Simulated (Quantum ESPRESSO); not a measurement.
# SiC (Moissanite 3C): the LO frequency by hand

Wanted: the LO mode of SiC (Moissanite 3C) from the TO mode and the field response.

Method: DFT LDA, scalar-relativistic, plane waves, GBRV ultrasoft pseudopotentials, in Quantum ESPRESSO 7.5.

### 1. The relaxed structure

Symmetry: F-43m, No. 216, cubic system. The conventional cell has a = 4.328 Å, b = 4.328 Å, c = 4.328 Å, α = 90.00°, β = 90.00°, γ = 90.00°. Nearest to Si lie 4 C at 1.87 Å. Nearest to C lie 4 Si at 1.87 Å. Farther neighbours are not listed.

Coordinates:

```cif
data_structure
_symmetry_space_group_name_H-M 'F-43m'
_symmetry_Int_Tables_number 216
_cell_length_a 4.3283
_cell_length_b 4.3283
_cell_length_c 4.3283
_cell_angle_alpha 90.000
_cell_angle_beta 90.000
_cell_angle_gamma 90.000
_cell_volume 81.09
loop_
_atom_site_label
_atom_site_type_symbol
_atom_site_symmetry_multiplicity
_atom_site_Wyckoff_symbol
_atom_site_fract_x
_atom_site_fract_y
_atom_site_fract_z
_atom_site_occupancy
Si1 Si 4 a 0.00000 0.00000 0.00000 1
C1 C 4 d 0.25000 0.25000 0.75000 1
```

This is the cell after its relaxation at this level of theory, not the database cell from which that began.

### 2. What the response run gave

A linear-response run on the relaxed cell, with the response to an electric field; only its zone-centre results are used. Cutoff 55 Ry, k mesh 12×12×12.

The program printed:

```text
[banners, grids, parts of the stress and lines that vanish by symmetry left out]
Program PHONON v.7.5
     Reading xml data from directory:

[...]
Exchange-correlation= PZ
                           (   1   1   0   0   0   0   0)
[...]
kinetic-energy cut-off    =      55.0000  Ry
     charge density cut-off    =     440.0000  Ry
     convergence threshold     =      1.0E-18
[...]
Exchange-correlation= PZ
                           (   1   1   0   0   0   0   0)
[...]
q = (   0.0000000   0.0000000   0.0000000 )
     25 Sym.Ops. (with q -> -q+G )
     G cutoff =  372.8156  (  21331 G-vectors)     FFT grid: ( 40, 40, 40)
     G cutoff =  186.4078  (   7631 G-vectors)  smooth grid: ( 27, 27, 27)
     number of k points=    72
[...]
Mode symmetry, T_d (-43m)  point group:
[...]
Dielectric constant
[...]
End of electric fields calculation
          Dielectric constant in cartesian axis
          (       6.924532637      -0.000000000      -0.000000000 )
          (      -0.000000000       6.924532637       0.000000000 )
          (      -0.000000000      -0.000000000       6.924532637 )
          Effective charges (d Force / dE) in cartesian axis without acoustic sum rule applied (asr)
           atom    1  Si    Mean Z*:        2.73005
      Ex  (        2.73005        0.00000        0.00000 )
      Ey  (        0.00000        2.73005       -0.00000 )
      Ez  (        0.00000       -0.00000        2.73005 )
           atom    2  C     Mean Z*:       -2.73162
      Ex  (       -2.73162        0.00000        0.00000 )
      Ey  (        0.00000       -2.73162        0.00000 )
      Ez  (       -0.00000       -0.00000       -2.73162 )
          Effective charges Sum: Mean:       -0.00156
[...]
Effective charges (d Force / dE) in cartesian axis with asr applied:
           atom    1  Si    Mean Z*:        2.73084
[...]
atom    2  C     Mean Z*:       -2.73084
[...]
Representation #   1 modes #   1   2   3
[...]
End of self-consistent calculation
     Convergence has been achieved
     Representation #   2 modes #   4   5   6
[...]
End of self-consistent calculation
     Convergence has been achieved
[...]
Dielectric constant in cartesian axis
          (       6.924532637      -0.000000000      -0.000000000 )
          (      -0.000000000       6.924532637       0.000000000 )
          (      -0.000000000      -0.000000000       6.924532637 )
          Effective charges (d Force / dE) in cartesian axis without acoustic sum rule applied (asr)
           atom    1  Si    Mean Z*:        2.73005
      Ex  (        2.73005        0.00000        0.00000 )
      Ey  (        0.00000        2.73005       -0.00000 )
      Ez  (        0.00000       -0.00000        2.73005 )
           atom    2  C     Mean Z*:       -2.73162
      Ex  (       -2.73162        0.00000        0.00000 )
      Ey  (        0.00000       -2.73162        0.00000 )
      Ez  (       -0.00000       -0.00000       -2.73162 )
          Effective charges Sum: Mean:       -0.00156
[...]
Effective charges (d Force / dE) in cartesian axis with asr applied:
           atom    1  Si    Mean Z*:        2.73084
[...]
atom    2  C     Mean Z*:       -2.73084
[...]
q = (    0.000000000   0.000000000   0.000000000 )
[...]
freq (    1) =      -0.231784 [THz] =      -7.731472 [cm-1]
     freq (    2) =      -0.231784 [THz] =      -7.731472 [cm-1]
     freq (    3) =      -0.231784 [THz] =      -7.731472 [cm-1]
     freq (    4) =      23.934931 [THz] =     798.383345 [cm-1]
     freq (    5) =      23.934931 [THz] =     798.383345 [cm-1]
     freq (    6) =      23.934931 [THz] =     798.383345 [cm-1]
[...]
Mode symmetry, T_d (-43m)  point group:
     freq (   1-   3) =         -7.7  [cm-1]   --> T_2  G_15 P_4   I+R
     freq (   4-   6) =        798.4  [cm-1]   --> T_2  G_15 P_4   I+R

   JOB DONE.
```

| quantity | value |
| --- | --- |
| cell volume Ω (Å³) | 20.272 |
| mass of Si (u) | 28.085 |
| mass of C (u) | 12.011 |
| Born charge of Si, raw (e) | 2.730 |
| Born charge of C, raw (e) | -2.732 |
| ε∞ | 6.925 |
| ω(TO) after the sum rule (cm⁻¹) | 798.4 |

### 3. The calculation

The charges must sum to zero over the cell; taking off their mean, -0.001 e, leaves Z* = 2.731 e on Si. In the polar mode Si moves against C, so the reduced mass is μ = 28.09 × 12.01 / 40.10 = 8.413 u.

A longitudinal wave builds up a field that adds to the restoring force: ω(LO)² = ω(TO)² + 4π Z*² / (μ Ω ε∞), in Hartree atomic units. With μ = 15336 electron masses and Ω = 136.80 bohr³ the second term is 6.4506e-06 Ha², or 310721 cm⁻² (1 Ha = 219474.6 cm⁻¹).

So ω(LO) = √(637474 + 310721) = 973.8 cm⁻¹, and by the Lyddane-Sachs-Teller relation ε₀ = ε∞ (ω(LO)/ω(TO))² = 10.30.

### 4. Check against the program

The analysis program adds the same non-analytic term to the full matrix, here for q along (1 0 0).

The program printed:

```text
[banner, memory and clock lines left out]
Program DYNMAT v.7.5

     Reading Dynamical Matrix from file g.dyn
     ...Force constants read
     ...epsilon and Z* read

     Polarizability (A^3 units)
     multiply by 0.336152 for Clausius-Mossotti correction
         9.557282   -0.000000   -0.000000
        -0.000000    9.557282   -0.000000
        -0.000000    0.000000    9.557282

     IR activities are in (D/A)^2/amu units

# mode   [cm-1]    [THz]      IR
    1     -0.00   -0.0000    0.0000
    2      0.00    0.0000    0.0000
    3      0.00    0.0000    0.0000
    4    798.42   23.9362   20.4507
    5    798.42   23.9362   20.4507
    6    973.76   29.1926   20.4507
```

ε₀ comes from the program's run without a direction of q.

| quantity | by hand | program |
| --- | --- | --- |
| ω(LO) (cm⁻¹) | 973.8 | 973.8 |
| ε₀ | 10.30 | 10.30 |

### 5. Outcome

| Quantity | Value |
| --- | --- |
| TO mode | 798.4 cm⁻¹ |
| LO mode | 973.8 cm⁻¹ |
| static dielectric constant | 10.30 |

The LO mode of SiC (Moissanite 3C) lies at 974 cm⁻¹, 175 cm⁻¹ above the TO mode; the formula meets the program within 0.1 cm⁻¹, as it must for a cubic crystal with one polar mode. ω(LO)² − ω(TO)² goes with Z*²/ε∞: an error of 5 % in ε∞ would move the LO mode by 7.6 cm⁻¹, and semilocal functionals tend to overestimate ε∞. These are harmonic values at zero temperature, at the volume of this functional, for the structure held cubic; stability elsewhere in the zone is no part of this calculation.

[Host names and launcher messages were left out of these logs when they were recorded.]

[Logs are printed without paths, hosts, clocks, repeated set-up lines and the standing remarks that a program may print on its own settings, such as how far it seeks lower states.]

[Hosts, paths, dates, database ids (printed as entryN), source tags and the programs' standing remarks are cut or masked in the printed files.]
